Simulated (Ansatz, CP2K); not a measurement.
# Liquid Al at 1200 K (111 atoms) in CP2K, part 2 of 3

Aim: run liquid Al at 1200 K (111 atoms) in CP2K and see how near its forces come to a plane-wave reference, and at what cost.

Program: CP2K 2026.2; the method stands at each step. Banners, paths, timers and routine set-up lines are dropped from the logs unmarked, and long logs keep their key lines alone; longer cuts are marked.

So far. Step 2 (PBE, DZVP-MOLOPT-SR, 350/50 Ry, diagonalisation): Forces lie 1.7 % from the reference's, at 5.0 times its CPU time (on 2 against 4 cores). Step 3 (PBE, DZVP-UZH, 350/50 Ry, diagonalisation): Against the first run (1.7 %), the force difference from the reference is 1.7 %, at 2.0 times the CPU time (on 4 against 2 cores), with 1443 basis functions against 1443; this set comes with other potentials too, so the change isn't the basis's alone.

### 4. PBE, SZV-MOLOPT-SR, 350/50 Ry, diagonalisation

Method: Kohn-Sham DFT, PBE, GTH-PBE pseudopotentials, Gaussian and plane waves, SZV-MOLOPT-SR-GTH, diagonalisation.

input.inp reads:

```
&GLOBAL
  PROJECT cell
  RUN_TYPE ENERGY_FORCE
  PRINT_LEVEL LOW
&END GLOBAL
&FORCE_EVAL
  METHOD QS
  STRESS_TENSOR ANALYTICAL
  &DFT
    BASIS_SET_FILE_NAME BASIS_MOLOPT
    POTENTIAL_FILE_NAME GTH_POTENTIALS
    &MGRID
      CUTOFF 350
      REL_CUTOFF 50
    &END MGRID
    &QS
      EPS_DEFAULT 1.0E-12
    &END QS
    &SCF
      SCF_GUESS ATOMIC
      EPS_SCF 1.0E-06
      MAX_SCF 200
      ADDED_MOS 44
      &DIAGONALIZATION
        ALGORITHM STANDARD
      &END DIAGONALIZATION
      &SMEAR ON
        METHOD FERMI_DIRAC
        ELECTRONIC_TEMPERATURE [K] 580
      &END SMEAR
      &MIXING
        METHOD BROYDEN_MIXING
        ALPHA 0.15
        NBROYDEN 8
      &END MIXING
      &PRINT
        &RESTART OFF
        &END RESTART
      &END PRINT
    &END SCF
    &XC
      &XC_FUNCTIONAL PBE
      &END XC_FUNCTIONAL
    &END XC
    &PRINT
      &MULLIKEN ON
      &END MULLIKEN
      &HIRSHFELD ON
        SHAPE_FUNCTION DENSITY
      &END HIRSHFELD
      &MO ON
        EIGENVALUES T
        OCCUPATION_NUMBERS T
        MO_INDEX_RANGE 156 179
        &EACH
          QS_SCF 0
        &END EACH
        ADD_LAST NUMERIC
      &END MO
    &END PRINT
  &END DFT
  &SUBSYS
    &CELL
      A 12.87678 0.00000 0.00000
      B 0.00000 12.87678 0.00000
      C 0.00000 0.00000 12.87678
    &END CELL
    &COORD
      Al 1.52577 10.82422 11.66636
      Al 7.79328 9.29008 7.22606
      Al 6.04887 4.60924 8.42038
      Al 12.59594 4.25230 1.89714
      Al 6.66399 7.15434 7.34118
      Al 9.34030 2.45006 12.20526
      Al 0.27801 8.08971 5.39061
      Al 5.42267 12.58989 11.09811
      Al 6.92166 5.18084 2.86920
      Al 6.73159 11.20808 0.16984
      Al 11.39067 1.86288 9.86091
      Al 10.11587 3.82054 2.52462
      Al 7.77693 12.03438 6.56832
      Al 2.31357 0.58718 2.70451
      Al 3.21108 8.56731 11.06875
      Al 4.75102 8.85498 8.20393
      Al 8.07348 1.14796 10.56681
      Al 12.13495 5.83473 0.16289
      Al 1.12646 7.71448 12.40317
      Al 2.36521 6.37027 9.70021
[... 87 atom lines left out ...]
      Al 11.93729 0.17551 11.90857
      Al 8.45193 10.11626 2.65918
      Al 1.71377 4.81888 11.86814
      Al 0.75986 11.44179 1.53440
    &END COORD
    &KIND Al
      BASIS_SET SZV-MOLOPT-SR-GTH-q3
      POTENTIAL GTH-PBE-q3
    &END KIND
  &END SUBSYS
  &PRINT
    &FORCES ON
    &END FORCES
    &STRESS_TENSOR ON
    &END STRESS_TENSOR
  &END PRINT
&END FORCE_EVAL
```

Launch:

```console
OMP_NUM_THREADS=1 cp2k.psmp -i input.inp > output.txt
```

Numbers of over 12 decimals in the logs are rounded to 6 here.

What it wrote:

```text
CP2K| version string:                                       CP2K version 2026.2
 CP2K| Input file name                                                 input.inp
 GLOBAL| Basis set file name                                        BASIS_MOLOPT
 GLOBAL| Potential file name                                      GTH_POTENTIALS
 GLOBAL| Run type                                                   ENERGY_FORCE
 GLOBAL| Total number of message passing processes                             1
 GLOBAL| Number of threads for this process                                    1
[... lines left out ...]
                        Smear method:                                FERMI_DIRAC
[... lines left out ...]
 Number of electrons:                                                        333
[... lines left out ...]
  Step     Update method      Time    Convergence         Total energy    Change
[... lines left out ...]
  *** SCF run converged in    17 steps ***
[... lines left out ...]
  Fermi energy:                                                 0.228641
  Total energy:                                              -225.040518
  Total energy (extrapolated to T->0):                       -225.034366
[... lines left out ...]
 MO| E(Fermi):            0.228641 a.u.          6.221638 eV
[... lines left out ...]
    111       Al     1       3.000          2.981                         0.019
  Total Charge                                                           -0.000
 !-----------------------------------------------------------------------------!
 ENERGY| Total FORCE_EVAL ( QS ) energy [hartree]           -225.040555
 FORCES| Atomic forces [hartree/bohr]
 FORCES|   Atom     x               y               z               |f|
 FORCES|      1  9.63020076E-03  7.34584415E-03  1.24047833E-02   1.73372674E-02
 FORCES|      2  1.60384708E-02  3.39862172E-02  9.29867960E-03   3.87138340E-02
 FORCES|      3  2.93493801E-03  5.92461470E-03  2.20781457E-02   2.30468965E-02
[...]
FORCES|    110 -1.32335698E-03  2.12464266E-02 -4.07074729E-02   4.59375692E-02
 FORCES|    111 -1.34016666E-02 -8.65230228E-03  2.82686560E-03   1.62005608E-02
 FORCES| Sum     4.85339888E-06 -3.89475983E-06 -1.96860367E-06
 FORCES| Total atomic force                                       6.52687025E-06
 STRESS| Analytical stress tensor [bar]
 STRESS|                        x                   y                   z
 STRESS|      x        7.21749847432E+04  -5.17701175774E+03  -2.13614751398E+03
 STRESS|      y       -5.17701175774E+03   6.47371930420E+04  -2.28381812240E+03
 STRESS|      z       -2.13614751398E+03  -2.28381812240E+03   7.07106858743E+04
 STRESS| 1/3 Trace                                             6.92076212198E+04
```

The job ended after 3.3 min (1 thread of Arm Neoverse V1, shared host; peak memory 2.3 GiB).

Against the reference:

```yaml
r_m_s_force_component: 0.9275 eV/Å
r_m_s_difference_of_force_components: 271.3 meV/Å
longest_difference_of_force_vectors: 932.5 meV/Å
force_difference_over_r_m_s_force: 31.08 %
slope_of_forces_against_the_reference_s: 1.016
correlation_of_force_components: 0.9564
pressure: 6.921 GPa
pressure_difference: 5.989 GPa
```

This is a coarse setting, run to see what it loses.

Against the first run (1.7 %), the force difference from the reference is 31 %, at 0.44 times the CPU time (on 1 against 2 cores), with 444 basis functions against 1443: the smaller basis costs accuracy.

### 5. TPSS, PBE potentials, DZVP-MOLOPT-SR, 350/50 Ry, diagonalisation

Method: Kohn-Sham DFT, TPSS, GTH-PBE pseudopotentials, Gaussian and plane waves, DZVP-MOLOPT-SR-GTH, diagonalisation.

Changes to input.inp since step 4:

```diff
@@ -41,3 +41,3 @@
     &XC
-      &XC_FUNCTIONAL PBE
+      &XC_FUNCTIONAL TPSS
       &END XC_FUNCTIONAL
@@ -68,2 +68,3 @@
     &COORD
+      SCALED
 [... 111 atom lines left out: the same atoms as in the first run ...]
@@ -71,3 +72,3 @@
     &KIND Al
-      BASIS_SET SZV-MOLOPT-SR-GTH-q3
+      BASIS_SET DZVP-MOLOPT-SR-GTH-q3
       POTENTIAL GTH-PBE-q3
```

Launch:

```console
OMP_NUM_THREADS=1 mpirun -np 4 cp2k.psmp -i input.inp > output.txt
```

What it wrote:

```text
CP2K| version string:                                       CP2K version 2026.2
 CP2K| Input file name                                                 input.inp
 GLOBAL| Basis set file name                                        BASIS_MOLOPT
 GLOBAL| Potential file name                                      GTH_POTENTIALS
 GLOBAL| Run type                                                   ENERGY_FORCE
 GLOBAL| Total number of message passing processes                             4
 GLOBAL| Number of threads for this process                                    1
[... lines left out ...]
                        Smear method:                                FERMI_DIRAC
[... lines left out ...]
 Number of electrons:                                                        333
[... lines left out ...]
  Step     Update method      Time    Convergence         Total energy    Change
[... lines left out ...]
  *** SCF run converged in    19 steps ***
[... lines left out ...]
  Fermi energy:                                                 0.196129
  Total energy:                                              -228.374565
  Total energy (extrapolated to T->0):                       -228.366583
[... lines left out ...]
 MO| E(Fermi):            0.196129 a.u.          5.336940 eV
[... lines left out ...]
    111       Al     1       3.000          2.987                         0.013
  Total Charge                                                           -0.000
 !-----------------------------------------------------------------------------!
 ENERGY| Total FORCE_EVAL ( QS ) energy [hartree]           -228.374515
 FORCES| Atomic forces [hartree/bohr]
 FORCES|   Atom     x               y               z               |f|
 FORCES|      1  4.04281205E-03  1.08100683E-03  1.64518629E-02   1.69757680E-02
 FORCES|      2  1.15733209E-02  3.99560115E-02  1.76958708E-02   4.52058453E-02
 FORCES|      3  3.09790905E-03  2.95092856E-04  2.11869917E-02   2.14143116E-02
[...]
FORCES|    110 -1.92589446E-03  1.04170504E-02 -3.78236202E-02   3.92791326E-02
 FORCES|    111 -1.47643721E-02  1.61454666E-03  1.84446577E-03   1.49664792E-02
 FORCES| Sum    -4.97009249E-08  9.27992654E-08 -9.37508117E-08
 FORCES| Total atomic force                                       1.40964890E-07
 STRESS| Analytical stress tensor [bar]
 STRESS|                        x                   y                   z
 STRESS|      x        4.36515234745E+03  -3.14354915715E+03   1.08914341227E+03
 STRESS|      y       -3.14354915715E+03  -8.96663226305E+02  -2.23632392365E+03
 STRESS|      z        1.08914341227E+03  -2.23632392365E+03   1.04847408400E+04
 STRESS| 1/3 Trace                                             4.65107665372E+03
```

Run time: 5.8 min. Hardware: 4 MPI ranks; peak memory 3.9 GiB; 23 min of CPU time.

Compared with the plane-wave run:

```
r.m.s. force component                  : 0.8852 eV/Å
r.m.s. difference of force components   : 21.1 meV/Å
longest difference of force vectors     : 81.35 meV/Å
force difference over r.m.s. force      : 2.417 %
slope of forces against the reference's : 1.014
correlation of force components         : 0.9998
pressure                                : 0.4651 GPa
pressure difference                     : -0.4667 GPa
```

Against the first run (1.7 %), the force difference from the reference is 2.4 %, at 3.1 times the CPU time (on 4 against 2 cores); the model has changed, so this is no error of the program alone.

### 6. PBE, DZVP-MOLOPT-SR, 122/50 Ry, diagonalisation

Method: Kohn-Sham DFT, PBE, GTH-PBE pseudopotentials, Gaussian and plane waves, DZVP-MOLOPT-SR-GTH, diagonalisation.

Changes to input.inp since step 5:

```diff
@@ -12,3 +12,3 @@
     &MGRID
-      CUTOFF 350
+      CUTOFF 122
       REL_CUTOFF 50
@@ -41,3 +41,3 @@
     &XC
-      &XC_FUNCTIONAL TPSS
+      &XC_FUNCTIONAL PBE
       &END XC_FUNCTIONAL
```

Launch:

```console
OMP_NUM_THREADS=2 cp2k.psmp -i input.inp > output.txt
```

What it wrote:

```text
CP2K| version string:                                       CP2K version 2026.2
 CP2K| Input file name                                                 input.inp
 GLOBAL| Basis set file name                                        BASIS_MOLOPT
 GLOBAL| Potential file name                                      GTH_POTENTIALS
 GLOBAL| Run type                                                   ENERGY_FORCE
 GLOBAL| Total number of message passing processes                             1
 GLOBAL| Number of threads for this process                                    2
[... lines left out ...]
                        Smear method:                                FERMI_DIRAC
[... lines left out ...]
 Number of electrons:                                                        333
[... lines left out ...]
  Step     Update method      Time    Convergence         Total energy    Change
[... lines left out ...]
  *** SCF run converged in    18 steps ***
[... lines left out ...]
  Fermi energy:                                                 0.195526
  Total energy:                                              -228.709148
  Total energy (extrapolated to T->0):                       -228.701102
[... lines left out ...]
 MO| E(Fermi):            0.195526 a.u.          5.320527 eV
[... lines left out ...]
    111       Al     1       3.000          2.987                         0.013
  Total Charge                                                           -0.000
 !-----------------------------------------------------------------------------!
 ENERGY| Total FORCE_EVAL ( QS ) energy [hartree]           -228.709170
 FORCES| Atomic forces [hartree/bohr]
 FORCES|   Atom     x               y               z               |f|
 FORCES|      1  4.20168393E-03  1.21591755E-03  1.55577241E-02   1.61609215E-02
 FORCES|      2  1.17630360E-02  3.92306256E-02  1.68403321E-02   4.42832676E-02
 FORCES|      3  3.07685711E-03  1.13141184E-03  2.03952819E-02   2.06570730E-02
[...]
FORCES|    110 -2.83259573E-03  1.10199666E-02 -3.80778680E-02   3.97415059E-02
 FORCES|    111 -1.38994057E-02  1.37310441E-03  2.11314001E-03   1.41260134E-02
 FORCES| Sum    -4.16586897E-07  2.80549278E-06  2.62325889E-06
 FORCES| Total atomic force                                       3.86339509E-06
 STRESS| Analytical stress tensor [bar]
 STRESS|                        x                   y                   z
 STRESS|      x        7.07548772043E+03  -3.27408639693E+03   7.81312545147E+02
 STRESS|      y       -3.27408639693E+03   1.82473276907E+03  -2.17026963155E+03
 STRESS|      z        7.81312545147E+02  -2.17026963155E+03   1.32635073817E+04
 STRESS| 1/3 Trace                                             7.38790929041E+03
```

Elapsed: 3.5 min, on 2 threads; peak memory 0.91 GiB.

Compared with the plane-wave run:

```
r.m.s. force component                          : 0.8662 eV/Å
r.m.s. difference of force components           : 14.47 meV/Å
longest difference of force vectors             : 56.09 meV/Å
force difference over r.m.s. force              : 1.658 %
slope of forces against the reference's         : 0.9923
correlation of force components                 : 0.9999
pressure                                        : 0.7388 GPa
pressure difference                             : -0.193 GPa
energy less the same-level run's                : 0 meV/atom
r.m.s. force difference from the same-level run : 0.026 meV/Å
```

This is a coarse setting, run to see what it loses.

Against the first run (1.7 %), the force difference from the reference is 1.7 %, at 0.90 times the CPU time: the change moves forces by 0.026 meV/Å r.m.s., so most of the difference comes from elsewhere.

### 7. PBE+D3(BJ), DZVP-MOLOPT-SR, 350/50 Ry, diagonalisation

Method: Kohn-Sham DFT, PBE+D3(BJ), GTH-PBE pseudopotentials, Gaussian and plane waves, DZVP-MOLOPT-SR-GTH, diagonalisation.

Changes to input.inp since step 6:

```diff
@@ -12,3 +12,3 @@
     &MGRID
-      CUTOFF 122
+      CUTOFF 350
       REL_CUTOFF 50
@@ -43,2 +43,10 @@
       &END XC_FUNCTIONAL
+      &VDW_POTENTIAL
+        POTENTIAL_TYPE PAIR_POTENTIAL
+        &PAIR_POTENTIAL
+          TYPE DFTD3(BJ)
+          PARAMETER_FILE_NAME dftd3.dat
+          REFERENCE_FUNCTIONAL PBE
+        &END PAIR_POTENTIAL
+      &END VDW_POTENTIAL
     &END XC
```

What it wrote:

```text
CP2K| version string:                                       CP2K version 2026.2
 CP2K| Input file name                                                 input.inp
 GLOBAL| Basis set file name                                        BASIS_MOLOPT
 GLOBAL| Potential file name                                      GTH_POTENTIALS
[... lines left out ...]
 Number of electrons:                                                        333
[... lines left out ...]
  Step     Update method      Time    Convergence         Total energy    Change
[... lines left out ...]
  *** SCF run converged in    18 steps ***
[... lines left out ...]
  Fermi energy:                                                 0.195526
  Total energy:                                              -229.882526
  Total energy (extrapolated to T->0):                       -229.874481
[... lines left out ...]
 MO| E(Fermi):            0.195526 a.u.          5.320527 eV
[... lines left out ...]
 ENERGY| Total FORCE_EVAL ( QS ) energy [hartree]           -229.882549
[... lines left out ...]
 FORCES|      1  4.26533783E-03  1.23151820E-03  1.54023458E-02   1.60294105E-02
 FORCES|      2  1.16791966E-02  3.91255416E-02  1.67781108E-02   4.41442707E-02
 FORCES|      3  3.02741732E-03  1.20261412E-03  2.04490055E-02   2.07068434E-02
[...]
FORCES|    110 -2.83391077E-03  1.10769395E-02 -3.83230231E-02   3.99922960E-02
 FORCES|    111 -1.37999235E-02  1.29799163E-03  1.98217411E-03   1.40018458E-02
 FORCES| Sum     1.26945008E-08  4.09027130E-08 -4.24590125E-08
 FORCES| Total atomic force                                       6.03071308E-08
 STRESS| Analytical stress tensor [bar]
 STRESS|                        x                   y                   z
 STRESS|      x       -1.74163131223E+04  -3.26560664796E+03   7.69606597204E+02
 STRESS|      y       -3.26560664796E+03  -2.26921111180E+04  -2.15598216743E+03
 STRESS|      z        7.69606597204E+02  -2.15598216743E+03  -1.11911511583E+04
 STRESS| 1/3 Trace                                            -1.70998584662E+04
```

Wall time 4 min (2 threads); peak memory 2.7 GiB; 7.4 min of CPU time.

Compared with the plane-wave run:

```yaml
r_m_s_force_component: 0.8653 eV/Å
r_m_s_difference_of_force_components: 16.36 meV/Å
longest_difference_of_force_vectors: 64.25 meV/Å
force_difference_over_r_m_s_force: 1.874 %
slope_of_forces_against_the_reference_s: 0.9912
correlation_of_force_components: 0.9999
pressure: -1.71 GPa
pressure_difference: -2.642 GPa
```

Against the first run (1.7 %), the force difference from the reference is 1.9 %, at 1.00 times the CPU time; the model has changed, so this is no error of the program alone.

(Part 2 of 3 ends here.)

[Also dropped from logs without a mark: logging warnings of Python, and SIESTA's first energy breakdown and zero terms.]

[Logs are printed without paths, hosts, clocks, repeated set-up lines and the standing remarks that a program may print on its own settings, such as how far it seeks lower states.]

[Hosts, paths, dates, database ids (printed as entryN), source tags and the programs' standing remarks are cut or masked in the printed files.]
